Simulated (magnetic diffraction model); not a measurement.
## CrAgBiS4 below its ordering temperature

Space group P-1 (no. 2), a = 6.9880 Å, b = 7.8070 Å, c = 11.5980 Å, α = 75.79°, β = 83.13°, γ = 75.59°.

| site | atom | x | y | z |
| --- | --- | --- | --- | --- |
| 2i | Bi | 0.1902 | 0.1982 | 0.0560 |
| 2i | Bi | 0.3132 | 0.3199 | 0.4336 |
| 2i | Ag | 0.6468 | 0.9925 | 0.2453 |
| 2i | Ag | 0.2010 | 0.8412 | 0.4304 |
| 2i | Cr | 0.3118 | 0.6423 | 0.1060 |
| 2i | Cr | 0.8126 | 0.4700 | 0.2730 |
| 2i | S | 0.3797 | 0.3461 | 0.0701 |
| 2i | S | 0.9321 | 0.2831 | 0.1190 |
| 2i | S | 0.8396 | 0.7798 | 0.1123 |
| 2i | S | 0.2939 | 0.9544 | 0.1364 |
| 2i | S | 0.1311 | 0.1647 | 0.4142 |
| 2i | S | 0.2238 | 0.5627 | 0.3374 |
| 2i | S | 0.5864 | 0.2320 | 0.3707 |
| 2i | S | 0.6623 | 0.6946 | 0.4017 |

The compound is invented for this exercise: a known structure type with other elements, its cell scaled to their sizes and not relaxed.

Only Cr is taken to order (form factors of Cr4+); orders and moment sizes are assumed, and not adapted to the symmetry. Radiation: neutrons of λ = 2.0775 Å, 8° to 30°; isotropic B of 0.43 Å² (Bi), 0.61 Å² (Ag), 0.62 Å² (Cr) and 0.86 Å² (S). Simulated constant-wavelength pattern: nuclear and magnetic terms add, the magnetic one as |2.695 fm × Σ f S⊥ exp(2πi Q·r) exp(−B s²)|², summed over all Q at one angle with the factor 1/(sin²θ cos θ). For collinear order S is the moment m, which repeats by lattice and centring translations R with the sign exp(−2πi k·R). Free-ion form factors, Sears's scattering lengths of 1992, no absorption; a label names one of the reflections at its angle. The strongest nuclear line in the range is 100, and lines under 0.2 are left out.

Above the ordering temperature:

```tsv
2θ (°)	index	I
10.62	(0 0 1)	17.1
16.21	(0 1 0)	4.1
17.29	(0 1 1)	1.1
17.69	(1 0 0)	6.4
20.10	(1 0 1)	0.5
21.13	(1 1 0)	97.7
21.25	(1 0 -1)	67.2
21.34	(0 0 2)	100.0
21.34	(0 1 -1)	40.4
21.43	(1 1 1)	4.5
23.78	(0 1 2)	0.8
25.80	(1 1 -1)	19.2
26.53	(1 1 2)	44.1
26.72	(1 -1 0)	68.6
26.97	(1 0 2)	8.4
28.71	(1 0 -2)	1.7
29.74	(0 1 -2)	0.8
29.79	(1 -1 1)	8.2
```

Below it (cell unchanged):

```tsv
2θ (°)	I
10.62	122.0
16.21	12.0
17.29	41.2
17.69	6.4
20.10	10.3
21.13	102.1
21.25	74.8
21.34	104.3
21.34	48.0
21.43	4.5
23.78	2.6
25.80	24.3
26.53	44.1
26.72	68.6
26.97	10.0
28.71	19.2
29.74	0.8
29.79	25.6
```

**Question.** Find the propagation vector, then choose among these models:
A. collinear moments along [111], 1.59 μB on Cr; signs + at (0.3118, 0.6423, 0.1060), + at (0.8126, 0.4700, 0.2730), − at (0.1874, 0.5300, 0.7270), − at (0.6882, 0.3577, 0.8940)
B. collinear moments along [101], 1.59 μB on Cr; signs + at (0.3118, 0.6423, 0.1060), − at (0.8126, 0.4700, 0.2730), − at (0.1874, 0.5300, 0.7270), + at (0.6882, 0.3577, 0.8940)
C. collinear moments along [101], 1.59 μB on Cr; signs + at (0.3118, 0.6423, 0.1060), + at (0.8126, 0.4700, 0.2730), − at (0.1874, 0.5300, 0.7270), − at (0.6882, 0.3577, 0.8940)
D. collinear moments along [111], 1.59 μB on Cr; signs + at (0.3118, 0.6423, 0.1060), − at (0.8126, 0.4700, 0.2730), − at (0.1874, 0.5300, 0.7270), + at (0.6882, 0.3577, 0.8940)

No line moves, and magnetic intensity falls on nuclear lines such as the one at 10.62°, so the magnetic cell equals the chemical primitive cell: k = 0.

Magnetic intensity, observed (below minus above) and for each model:

| 2θ (°) | index | observed | A | B | C | D |
| --- | --- | --- | --- | --- | --- | --- |
| 10.62 | (0 0 1) | 104.9 | 104.9 | 21.3 | 63.6 | 35.1 |
| 17.29 | (0 1 1) | 40.1 | 40.1 | <0.2 | 71.3 | <0.2 |
| 20.10 | (1 0 1) | 9.8 | 9.8 | 15.1 | 5.1 | 28.9 |
| 21.25 | (1 0 -1) | 7.6 | 7.6 | 22.9 | 7.6 | 22.9 |
| 21.34 | (0 1 -1) | 7.6 | 7.6 | 21.0 | 6.4 | 24.8 |
| 21.43 | (1 1 1) | <0.2 | <0.2 | 19.5 | <0.2 | 8.2 |
| 27.85 | (-1 1 1) | <0.2 | <0.2 | 26.5 | <0.2 | 25.0 |
| 29.74 | (0 1 -2) | <0.2 | <0.2 | 14.7 | <0.2 | 20.7 |

Model A matches.

The absence at (1 1 1) is telling: the sublattices cancel there.

The structure used: k = (0 0 0), collinear moments along [111], 1.59 μB on Cr; signs + at (0.3118, 0.6423, 0.1060), + at (0.8126, 0.4700, 0.2730), − at (0.1874, 0.5300, 0.7270), − at (0.6882, 0.3577, 0.8940).

[Logs are printed without paths, hosts, clocks, repeated set-up lines and the standing remarks that a program may print on its own settings, such as how far it seeks lower states.]
